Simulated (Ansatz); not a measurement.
# Random alloy of the bcc Mo-W line, x = 0.1296 (54 atoms), relaxed: mesh and functional compared

What does this cell relax to, and how do forces and pressure change with k-mesh and functional?

Calculated with Ansatz 0.2.0: Kohn-Sham DFT, PBE, PAW (set soft_2), plane waves; cutoff 420 eV, k-mesh 2×2×2, fermi-dirac smearing of 0.1 eV.

**The cell**

The cell holds 54 atoms: 47 Mo and 7 W. Cell: a = 9.489 Å, b = 9.489 Å, c = 9.489 Å, α = 90.0°, β = 90.0°, γ = 90.0°. It derives from Mo and W (bcc Mo-W), repeated 3×3×3. Bcc Mo-W: 54 atoms, 7 of 54 Mo sites given to W at random, cell and internal coordinates interpolated linearly between the end members (Vegard's rule); not relaxed, displaced by a Gaussian of 0.02 Å. Lattice constants are starting values near those of PBE.

Cell and atoms were relaxed with PBE. The walk converged after 4 steps, with a largest force component of 0.00111 eV/Å; it began at an r.m.s. force component of 0.28 eV/Å. The edges went from 9.489, 9.489, 9.489 to 9.490, 9.491, 9.490 Å, and the volume from 15.824 to 15.829 Å³ an atom (+0.0 %).

The input of the reference single point:

```yaml
crystal:
  lattice:
    - [9.48999, 0.00017, -8.0e-05]
    - [0.00017, 9.49108, -0.00014]
    - [-8.0e-05, -0.00014, 9.48977]
  atoms:
    - { symbol: Mo, position: [4.0e-05, 0.00015, 9.0e-05] }
    - { symbol: Mo, position: [0.16663, 0.16681, 0.16658] }
    - { symbol: Mo, position: [0.99988, 0.00029, 0.33335] }
    - { symbol: W, position: [0.16673, 0.16671, 0.50021] }
    [... 48 atom lines left out ...]
    - { symbol: Mo, position: [0.66661, 0.66697, 0.66671] }
    - { symbol: Mo, position: [0.83318, 0.83358, 0.83342] }
kpoints:
  mp_grid: { grid: [2, 2, 2] }
hamiltonian:
  xc: pbe
scf:
  occupations: { method: fermi_dirac, width: 0.1 }
output:
  forces: true
  stress: true
  populations: true
  dos:
    method: { smearing: { sigma: 0.08 } }
    de: 0.05
    projected: { site_lists: { Mo: [Mo], W: [W] } }
  eigenvalues: true
  write_density: true
  write_potential: true
  volumetric_format: npy
```

**Bonds after relaxation**

Neighbours by pair of elements; one cutoff, the widest of the pairs' first minima of g(r), serves all pairs of this metal (cutoffs were set anew for this text, so counts can differ from the run's own analysis):

| pair A-B | cutoff (Å) | bonds | mean length (Å) | spread (Å) | shortest (Å) | B about A | A about B |
| --- | --- | --- | --- | --- | --- | --- | --- |
| Mo-Mo | 3.56 | 283 | 2.92 | 0.21 | 2.74 | 12.0 | 12.0 |
| Mo-W | 3.56 | 92 | 2.91 | 0.206 | 2.74 | 1.96 | 13.1 |
| W-W | 3.56 | 3 | 3.16 | 0.001 | 3.16 | 0.857 | 0.857 |

How many atoms have how many bonded neighbours:

| element | mean | 14 |
| --- | --- | --- |
| Mo | 14 | 47 |
| W | 14 | 7 |

**Levels of theory**

Single points at the relaxed geometry:

| functional | k-mesh | pressure (GPa) | r.m.s. force component (eV/Å) | SCF cycles | time |
| --- | --- | --- | --- | --- | --- |
| PBE | 2×2×2 | -0.01 | 0.001 | 6 | 5 s |
| PBE | 3×3×3 | -0.01 | 0.006 | 6 | 8.3 s |
| r2SCAN | 2×2×2 | -2.79 | 0.010 | 10 | 11 s |
| PBEsol | 2×2×2 | -7.94 | 0.005 | 6 | 8.6 s |

Cutoffs: 420 eV for PBE and PBEsol; 500 eV for r2SCAN.

**Findings**

Every run has partly filled levels at the Fermi energy, as in a metal. Against the reference the pressure changes with r2SCAN by -2.8 GPa and PBEsol by -7.9 GPa; a negative change means that the functional would take a smaller volume. The denser mesh moves the energy by +12.2 meV/atom and the pressure by +0.00 GPa, so the reference mesh, on which the relaxation ran, isn't converged.

Limits: All single points share the geometry relaxed with PBE. One random arrangement of the atoms on their sites. Spin–orbit coupling is left out, which matters for the levels of the heavy elements.

[Long decimals in the printed logs are rounded to 6 places.]

[Logs are printed without paths, hosts, clocks, repeated set-up lines and the standing remarks that a program may print on its own settings, such as how far it seeks lower states.]

[Hosts, paths, dates, database ids (printed as entryN), source tags and the programs' standing remarks are cut or masked in the printed files.]

[Runs of further levels or settings that didn't converge aren't in the tables.]
